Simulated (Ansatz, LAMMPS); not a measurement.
## Structural relaxation of a frame of liquid (Cs,K,Li)F from 1300 K (82 atoms)

How does a frame of liquid (Cs,K,Li)F from 1300 K (82 atoms) relax, and what do bonds, charges and levels look like afterwards?

Program: Ansatz 0.2.0. Level of theory: Kohn-Sham DFT, PBE, PAW (set soft_2), plane waves. Results are calculated unless marked as measured.

**1. Starting point**

The cell holds 82 atoms: 15 Cs, 8 K, 18 Li and 41 F. Cell: a = 12.829 Å, b = 12.829 Å, c = 12.829 Å, α = 90.0°, β = 90.0°, γ = 90.0°. 82 atoms (15 Cs, 8 K, 18 Li, 41 F) placed at random at 2.52 g/cm³, melted at 1800 K for 10 ps at fixed volume with the Lennard-Jones and Coulomb ion parameters for SPC/E (Joung and Cheatham, J. Phys. Chem. B 112, 9020 (2008)), full charges. Snapshot at the end of a hold of 20 ps at 1300 K and fixed volume.

Limits known from the start: The network of bonds at the start is that of the classical potential that made the cell. The ion parameters were fitted for water, not for melts, so the starting structure of this cell may lie well off the real melt's. Only the Γ point is sampled, in a cell whose shortest periodic width is 13 Å. No spin–orbit coupling is included, so levels derived from the heavy atoms are approximate.

**2. Making the structure**

A classical potential makes the cell, at a small fraction of what the same run would cost in DFT.

This step: classical MD, Lennard-Jones and Coulomb ion parameters for SPC/E (Joung and Cheatham, J. Phys. Chem. B 112, 9020 (2008)), full charges (LAMMPS 22 Jul 2025 - Update 4).

in.lmp reads:

```
# melt-quench of Cs15K8Li18F41
units metal
atom_style charge
boundary p p p
region box block 0 12.8285 0 12.8285 0 12.8285
create_box 4 box
mass 1 132.9055   # Cs
mass 2 39.0983   # K
mass 3 6.9400   # Li
mass 4 18.9984   # F
create_atoms 1 random 15 886784 NULL overlap 2.13 maxtry 2000
create_atoms 2 random 8 886791 NULL overlap 2.13 maxtry 2000
create_atoms 3 random 18 886798 NULL overlap 2.13 maxtry 2000
create_atoms 4 random 41 886805 NULL overlap 2.13 maxtry 2000
pair_style lj/cut/coul/long 9.0
pair_modify mix arithmetic tail yes
pair_coeff 1 1 0.003897 3.6010   # Cs
pair_coeff 2 2 0.018634 2.8384   # K
pair_coeff 3 3 0.014602 1.4094   # Li
pair_coeff 4 4 0.000321 4.0215   # F
set type 1 charge 1
set type 2 charge 1
set type 3 charge 1
set type 4 charge -1
kspace_style pppm 1.0e-4
neigh_modify delay 0 every 1 check yes
thermo_style custom step time temp pe press density
thermo_modify norm yes
timestep 0.002
thermo 100
min_style cg
minimize 1e-4 1e-4 200 2000
reset_timestep 0
velocity all create 1800 886785 mom yes dist gaussian
# [... 14 lines left out ...]
compute msd all msd com yes
thermo 2500
fix md all nvt temp 1300 1300 0.2
run 10000 post no
print "== T1300: mean square displacement over the hold $(c_msd[4]:%.2f) A^2"
unfix md
uncompute msd
write_dump all custom T1300.dump id type xs ys zs modify sort id
```

Run with:

```bash
lmp -in in.lmp -log none -nocite
```

Numbers of over 12 decimals in the logs are rounded to 6 here.

Log:

```text
LAMMPS (22 Jul 2025 - Update 4)
Created orthogonal box = (0 0 0) to (12.8285 12.8285 12.8285)
Created 15 atoms
Created 8 atoms
Created 18 atoms
Created 41 atoms
PPPM initialization ...
  G vector (1/distance) = 0.3114147
  grid = 9 9 9
  estimated relative force accuracy = 7.1781534e-05
   Step          Time           Temp          PotEng         Press         Density
         0   0              0             -0.67202598     179578.96      2.5249726
        75   0.15           0             -4.4712849     -16103.207      2.5249726
Loop time of 0.0230546 s on 1 MPI rank(s) for 75 steps with 82 atoms
Minimization stats:
  Stopping criterion = energy tolerance
  Energy initial, next-to-last, final =
    -0.672025979798933  -4.47095100803434  -4.47128491264466
  Force two-norm initial, final = 94.619616 0.65540742
  Iterations, force evaluations = 75 98
   Step          Time           Temp          PotEng         Press         Density
[... 8 lines left out ...]
      3332   6.664          1617.8674     -4.2125179      9078.9204      2.5249726
      4165   8.33           2334.8746     -4.2544066     -6451.6628      2.5249726
      4998   9.996          1985.6371     -4.212615       14855.833      2.5249726
      5831   11.662         1792.5377     -4.2660242      7253.4532      2.5249726
[... 1 line left out ...]
Loop time of 0.951808 s on 1 MPI rank(s) for 5000 steps with 82 atoms
   Step          Time           Temp          PotEng         Press         Density
[... 5 lines left out ...]
Loop time of 0.472496 s on 1 MPI rank(s) for 2500 steps with 82 atoms
   Step          Time           Temp          PotEng         Press         Density
[... 2 lines left out ...]
     12500   25             1139.852      -4.3091971      3703.518       2.5249726
     15000   30             1361.6228     -4.3139565     -8066.5476      2.5249726
     17500   35             1390.9375     -4.2998565     -1168.2403      2.5249726
     18500   37             1194.5627     -4.3177306      119.64755      2.5249726
Loop time of 1.85709 s on 1 MPI rank(s) for 10000 steps with 82 atoms
== T1300: mean square displacement over the hold 59.72 A^2
```

Wall time 3.6 s (1 thread of Arm Neoverse V2, shared host); peak memory 0.07 GiB.

**3. Single point at the start**

The forces at the start show how far the geometry lies from a minimum of this functional.

input.yaml reads:

```yaml
crystal:
  lattice:
    - [12.8285, 0.0, 0.0]
    - [0.0, 12.8285, 0.0]
    - [0.0, 0.0, 12.8285]
  atoms:
    - { symbol: Cs, position: [0.3293, 0.49299, 0.44153] }
    - { symbol: Cs, position: [0.10881, 0.53716, 0.09676] }
    - { symbol: Cs, position: [0.30091, 0.99237, 0.81984] }
    - { symbol: Cs, position: [0.03638, 0.34928, 0.93278] }
    - { symbol: Cs, position: [0.02239, 0.0847, 0.65073] }
    - { symbol: Cs, position: [0.34473, 0.2237, 0.5489] }
    - { symbol: Cs, position: [0.23698, 0.72945, 0.73709] }
    - { symbol: Cs, position: [0.53399, 0.72458, 0.21774] }
    - { symbol: Cs, position: [0.31146, 0.45139, 0.76161] }
    - { symbol: Cs, position: [0.68339, 0.25961, 0.68154] }
    - { symbol: Cs, position: [0.69981, 0.38824, 0.10775] }
    - { symbol: Cs, position: [0.99085, 0.02966, 0.06473] }
    - { symbol: Cs, position: [0.81725, 0.65451, 0.31298] }
    - { symbol: Cs, position: [0.64237, 0.03545, 0.11574] }
    - { symbol: Cs, position: [0.78242, 0.08522, 0.41714] }
    - { symbol: K, position: [0.94902, 0.31887, 0.48963] }
    - { symbol: K, position: [0.41874, 0.73774, 0.53671] }
    - { symbol: K, position: [0.62812, 0.94045, 0.64468] }
    - { symbol: K, position: [0.05318, 0.50678, 0.66451] }
    - { symbol: K, position: [0.1462, 0.64716, 0.44836] }
    - { symbol: K, position: [0.2572, 0.9661, 0.4374] }
    - { symbol: K, position: [0.21182, 0.79216, 0.17024] }
    - { symbol: K, position: [0.40267, 0.52396, 0.11028] }
    - { symbol: Li, position: [0.08301, 0.09497, 0.36469] }
    - { symbol: Li, position: [0.42309, 0.27432, 0.19732] }
    - { symbol: Li, position: [0.55407, 0.49948, 0.82898] }
    - { symbol: Li, position: [0.98388, 0.24638, 0.16694] }
    - { symbol: Li, position: [0.82322, 0.58282, 0.00709] }
    - { symbol: Li, position: [0.26498, 0.21531, 0.06969] }
    - { symbol: Li, position: [0.57856, 0.29787, 0.41387] }
    - { symbol: Li, position: [0.69454, 0.75188, 0.9625] }
    - { symbol: Li, position: [0.16633, 0.39836, 0.32183] }
    - { symbol: Li, position: [0.55708, 0.71134, 0.76629] }
    - { symbol: Li, position: [0.95621, 0.8937, 0.33121] }
    - { symbol: Li, position: [0.41274, 0.25984, 0.91141] }
    - { symbol: Li, position: [0.45522, 0.78563, 0.92188] }
    - { symbol: Li, position: [0.50641, 0.99642, 0.46226] }
    - { symbol: Li, position: [0.78668, 0.67576, 0.76307] }
    - { symbol: Li, position: [0.97873, 0.80459, 0.59601] }
    - { symbol: Li, position: [0.96972, 0.81595, 0.86382] }
    - { symbol: Li, position: [0.5948, 0.52676, 0.53601] }
    - { symbol: F, position: [0.5044, 0.94125, 0.30884] }
    - { symbol: F, position: [0.2344, 0.52881, 0.24796] }
    - { symbol: F, position: [0.0846, 0.95229, 0.87013] }
    - { symbol: F, position: [0.27389, 0.57933, 0.6087] }
    - { symbol: F, position: [0.41728, 0.96562, 0.56386] }
    - { symbol: F, position: [0.12394, 0.45889, 0.46884] }
    - { symbol: F, position: [0.28499, 0.33444, 0.2563] }
    - { symbol: F, position: [0.11121, 0.20607, 0.08102] }
    - { symbol: F, position: [0.72459, 0.6362, 0.10876] }
    - { symbol: F, position: [0.92659, 0.75326, 0.45962] }
    - { symbol: F, position: [0.49889, 0.62651, 0.91141] }
    - { symbol: F, position: [0.87002, 0.22328, 0.06227] }
    - { symbol: F, position: [0.9078, 0.47384, 0.0684] }
    - { symbol: F, position: [0.14892, 0.54281, 0.88143] }
    - { symbol: F, position: [0.137, 0.83008, 0.57394] }
    - { symbol: F, position: [0.78947, 0.05508, 0.66701] }
    - { symbol: F, position: [0.43274, 0.18437, 0.06823] }
    - { symbol: F, position: [0.94499, 0.70514, 0.73054] }
    - { symbol: F, position: [0.53648, 0.57318, 0.6836] }
    - { symbol: F, position: [0.69864, 0.80074, 0.74953] }
    - { symbol: F, position: [0.42164, 0.81844, 0.75139] }
    - { symbol: F, position: [0.31432, 0.34996, 0.01327] }
    - { symbol: F, position: [0.75469, 0.32398, 0.47734] }
    - { symbol: F, position: [0.3399, 0.79593, 0.02603] }
    - { symbol: F, position: [0.04046, 0.70114, 0.23007] }
    - { symbol: F, position: [0.60023, 0.8577, 0.00632] }
    - { symbol: F, position: [0.29928, 0.75573, 0.35422] }
    - { symbol: F, position: [0.15314, 0.14285, 0.48304] }
    - { symbol: F, position: [0.85472, 0.73046, 0.92842] }
    - { symbol: F, position: [0.30096, 0.21917, 0.76576] }
    - { symbol: F, position: [0.12114, 0.99489, 0.26118] }
    - { symbol: F, position: [0.97348, 0.97044, 0.46123] }
    - { symbol: F, position: [0.97568, 0.3032, 0.67928] }
    - { symbol: F, position: [0.6079, 0.6257, 0.41983] }
    - { symbol: F, position: [0.5418, 0.33242, 0.27228] }
    - { symbol: F, position: [0.03749, 0.24524, 0.326] }
    - { symbol: F, position: [0.58521, 0.15494, 0.49872] }
    - { symbol: F, position: [0.50392, 0.35755, 0.81472] }
    - { symbol: F, position: [0.70889, 0.57174, 0.84001] }
    - { symbol: F, position: [0.8462, 0.98228, 0.22552] }
    - { symbol: F, position: [0.49924, 0.39544, 0.519] }
kpoints:
  mp_grid: { grid: [1, 1, 1] }
hamiltonian:
  xc: pbe
scf:
  occupations: { method: fixed }
output:
  forces: true
  stress: true
  populations: intrinsic
  dos:
    method: { smearing: { sigma: 0.1 } }
    de: 0.1
    projected: { site_lists: { Cs: [Cs], F: [F], K: [K], Li: [Li] } }
  eigenvalues: true
```

Run with:

```bash
ansatz run input.yaml --threads 4 --pin off --max-ram 8192MiB --backend cpu --events-out ev --progress --plain --runs-dir out
```

Log:

```text
Engine: ansatz 0.2.0, aarch64-unknown-linux-gnu
Pseudopotentials: kind: paw
Pseudopotential: Cs, paw, valence charge 9, recommended cutoff 420 eV (normal), Cs.paw.azcp
Pseudopotential: K, paw, valence charge 9, recommended cutoff 420 eV (normal), K.paw.azcp
Pseudopotential: Li, paw, valence charge 3, recommended cutoff 420 eV (normal), Li.paw.azcp
Pseudopotential: F, paw, valence charge 7, recommended cutoff 420 eV (normal), F.paw.azcp
Functional definition: PBE
  parameter kappa = 0.804
  parameter beta = 0.066725
  exchange = pbe_x(kappa = kappa, mu = beta*pi^2/3)
  correlation = pbe_c(beta = beta)
Crystal: 82 atoms, lattice volume = 2111.192 Å³
Basis set: ecut = 420 eV, 41347 PW (Γ), exchange–correlation on 180×180×180 points (8 copies of the dense FFT grid, shifted against one another)
Bands: 356, of which v1, the nominal top of the filled ones, is band 274 counted from 1 (273 counted from 0)
Symmetry: 1 space group operations
Space group: P1 (ITA 1), of the structure as read, at distance tolerance 1.3e-4 Å
k-points: 1
Non-local potential: Cs, projectors of the file, l = 0: 3, l = 1: 2, l = 2: 2, l = 3: 2
Non-local potential: K, projectors of the file, l = 0: 3, l = 1: 2, l = 2: 2
Non-local potential: Li, projectors of the file, l = 0: 3, l = 1: 2, l = 2: 1
Non-local potential: F, projectors of the file, l = 0: 2, l = 1: 2, l = 2: 1
PAW form: soft (Blöchl's): semilocal exchange-correlation on the pseudo side does not see the compensation charge
PAW one-centre angular grid: Cs, 194 points (default); XC on 64 Gauss nodes
PAW one-centre angular grid: K, 110 points (default); XC on 64 Gauss nodes
PAW one-centre angular grid: Li, 110 points (default); XC on 64 Gauss nodes
PAW one-centre angular grid: F, 110 points (default); XC on 64 Gauss nodes
Initial density: superposition of atomic densities (neutral atoms: chi_scale 0, normalization atom), corrected by the library's trained network
Initial wavefunctions: pseudopotential atomic-orbital guess
Functional: x = pbe(κ = 0.804, μ = 0.219515), c = pbe(β = 0.066725)
SCF iter   1: F=—  HF=-134284.353622 eV  |F-HF|=—  |Δ(HF+E_count)|=         —  Δρ=1.40e-3  dr2=8.04e-2  ethr=1.77e-3  ⟨swp⟩=6.0  Hψ=1280  notcnv=0  defer=79
preconditioner: auto → Resta (q_TF=auto, 2.179 Å⁻¹)  ε∞=2.6  [insulator: Δε(μ)=3.626 eV  Ē_g=14.238 eV  n_scr=364 (ndim 8)  ℏωp=18.0 eV  f_vac=0.270  ε∞_Penn≈2.6]
SCF iter   2: F=—  HF=-134284.344986 eV  |F-HF|=—  |Δ(HF+E_count)|=   8.64e-3  Δρ=8.64e-4  dr2=2.39e-2  ethr=1.47e-5  ⟨swp⟩=2.0  Hψ=635  notcnv=0  defer=80
SCF iter   3: F=—  HF=-134284.342461 eV  |F-HF|=—  |Δ(HF+E_count)|=   2.52e-3  Δρ=4.04e-4  dr2=8.68e-3  ethr=4.36e-6  ⟨swp⟩=2.0  Hψ=513  notcnv=0  defer=80
SCF iter   4: F=—  HF=-134284.340772 eV  |F-HF|=—  |Δ(HF+E_count)|=   1.69e-3  Δρ=1.39e-4  dr2=5.57e-4  ethr=1.58e-6  ⟨swp⟩=2.0  Hψ=498  notcnv=0  defer=80
SCF iter   5: F=—  HF=-134284.340780 eV  |F-HF|=—  |Δ(HF+E_count)|=   8.08e-6  Δρ=1.12e-4  dr2=1.92e-4  ethr=1.02e-7  ⟨swp⟩=2.0  Hψ=530  notcnv=0  defer=80
SCF iter   6: F=—  HF=-134284.340737 eV  |F-HF|=—  |Δ(HF+E_count)|=   4.27e-5  Δρ=3.45e-5  dr2=2.03e-5  ethr=3.50e-8  ⟨swp⟩=2.0  Hψ=528  notcnv=0  defer=79
SCF iter   7: F=—  HF=-134284.341276 eV  |F-HF|=—  |Δ(HF+E_count)|=   5.39e-4  Δρ=7.28e-6  dr2=1.37e-6  ethr=3.70e-9  ⟨swp⟩=2.0  Hψ=626  notcnv=0  defer=77
SCF iter   8: F=—  HF=-134284.341277 eV  |F-HF|=—  |Δ(HF+E_count)|=   7.31e-7  Δρ=6.87e-6  dr2=6.66e-7  ethr=2.50e-10  ⟨swp⟩=2.0  Hψ=548  notcnv=0  defer=77
SCF iter   9: F=-134284.341277 eV  HF=-134284.341277 eV  |F-HF|=1.02e-9  |Δ(HF+E_count)|=   1.18e-7  Δρ=1.25e-6  dr2=3.23e-8  ethr=1.82e-11  ⟨swp⟩=16.0  Hψ=2383  notcnv=0
SCF 1 converged in 9 iterations: F = -134284.341277 eV  dr2 = 3.23e-8
  greatest PAW one-centre occupation: 1.000 electrons in one spin orbital (limit 2), on the Li atom at site 36 (counted from 0), in its partial waves of l = 0
SCF converged after 9 iterations
Free energy (F): -134284.341277 eV
Harris-Foulkes:  -134284.341277 eV  (|F-HF|=1.02e-9)
Internal energy: -134284.341277 eV  (E = F + TS)
E sigma→0 (E₀):  -134284.341277 eV
Fermi energy:    0.475805 eV
--- Per-component energies (eV) ---
  E_band       = -5468.350768
  E_kinetic    = 13020.142444
  E_local      = -48625.022339  (includes V_loc(G=0)·N_el)
  E_nonlocal   = 2956.590815
  E_hartree    = 19170.300507
  E_xc         = -7194.502343
  E_vxc        = -7698.468661  (∫ρ·V_xc dr)
  E_paw        = -90841.090016  (= ΣΔE_a)
  E_vpaw       = -3462.275390  (= ΣTr[D̂ρ^β])
  E_aug_tail   = 0.084419  (compensation charges beyond the density's cutoff)
  E_ewald      = -22770.844765
  E_smearing   = -0.000000  (= −TS)
  E_closure    = 0.000000  (closes the sum)
  Σ components = -134284.341277   (vs F -134284.341277, Δ=0.00e0)
--- Forces (eV/Å), atoms counted from 1 ---
  atom   1  Cs     1.47355401    -0.50436797    -1.21757378
  atom   2  Cs    -0.27836072     0.77307429    -0.09317806
  atom   3  Cs    -0.24079651     0.45493282     0.15419794
  atom   4  Cs    -0.32955021    -0.61824466    -0.87223484
  atom   5  Cs    -0.18598795    -0.19573542     0.34314944
  atom   6  Cs     0.10365382    -0.16988706     0.18410609
  atom   7  Cs    -1.09077208     0.23412262     0.93934992
  atom   8  Cs    -0.07957517     0.76054656     0.19933498
  atom   9  Cs     0.32220980    -0.70768967     0.77378518
  atom  10  Cs     0.15646854     0.05670837    -0.11302683
  atom  11  Cs     0.33997461    -0.17409402     0.01418484
  atom  12  Cs    -0.00217233    -0.47255856    -0.03571671
  atom  13  Cs     0.33054175    -0.13489675    -0.07128650
  atom  14  Cs    -0.06620027    -0.02285744     0.20001733
[...]
atom  81  F      0.05727042    -0.39341121     0.51078117
  atom  82  F      0.88908757    -0.10253757    -0.26250645
  max |Σ_I F_I| component: 4.79e-5 eV/Å
--- Stress (GPa, compression-positive) ---
       -1.869020      -0.197625       0.676120
       -0.197625      -1.497782       0.341322
        0.676121       0.341322      -2.290943
  P = ⅓ Tr σ = -1.8859 GPa (-18.859 kbar)
--- Band table (eV) ---
  k-point 0: bands = ["-43.9932", "-43.8697", "-43.8649", "-43.7661", [... 340 levels ...], "8.4020", "8.4420", "8.4618", "8.5025", "8.5614", "8.5668", "8.6288", "8.6638", "8.7140", "8.7172", "8.7377", "8.7632"]
--- intrinsic populations: 82 sites ---
  site symbol       q [e]
     0     Cs      8.0264
     1     Cs      8.0411
     2     Cs      8.0660
[...]
81      F      7.8595
  spilling = 0.000000 (of n_electrons = 548.000000)
```

Elapsed: 24 s, on 4 threads of Arm Neoverse V2, shared host; peak memory 2.5 GiB; 94 s of CPU time.

Read from the output:

| Quantity | Value |
| --- | --- |
| free energy | -134284.3413 eV |
| free energy per atom | -1637.6139 eV/atom |
| SCF cycles | 9 |
| pressure | -1.886 GPa |
| r.m.s. force component | 0.4589 eV/Å |
| longest force | 1.977 eV/Å |
| Fermi energy | 0.4758 eV |
| gap (highest filled to lowest empty level) | 3.555 eV |

The r.m.s. force component of 0.46 eV/Å and the pressure of -1.9 GPa set the starting point.

Length of the force by element:

```csv
element,coordination,atoms,mean length of the force (eV/Å),spread,least,most
Cs,all,15,0.693,0.504,0.201,1.98
F,all,41,0.727,0.283,0.116,1.60
K,all,8,0.751,0.457,0.282,1.79
Li,all,18,0.701,0.219,0.367,1.19
```

(Part 1 of 3 ends here.)

[Logs are printed without paths, hosts, clocks, repeated set-up lines and the standing remarks that a program may print on its own settings, such as how far it seeks lower states.]

[Hosts, paths, dates, database ids (printed as entryN), source tags and the programs' standing remarks are cut or masked in the printed files.]
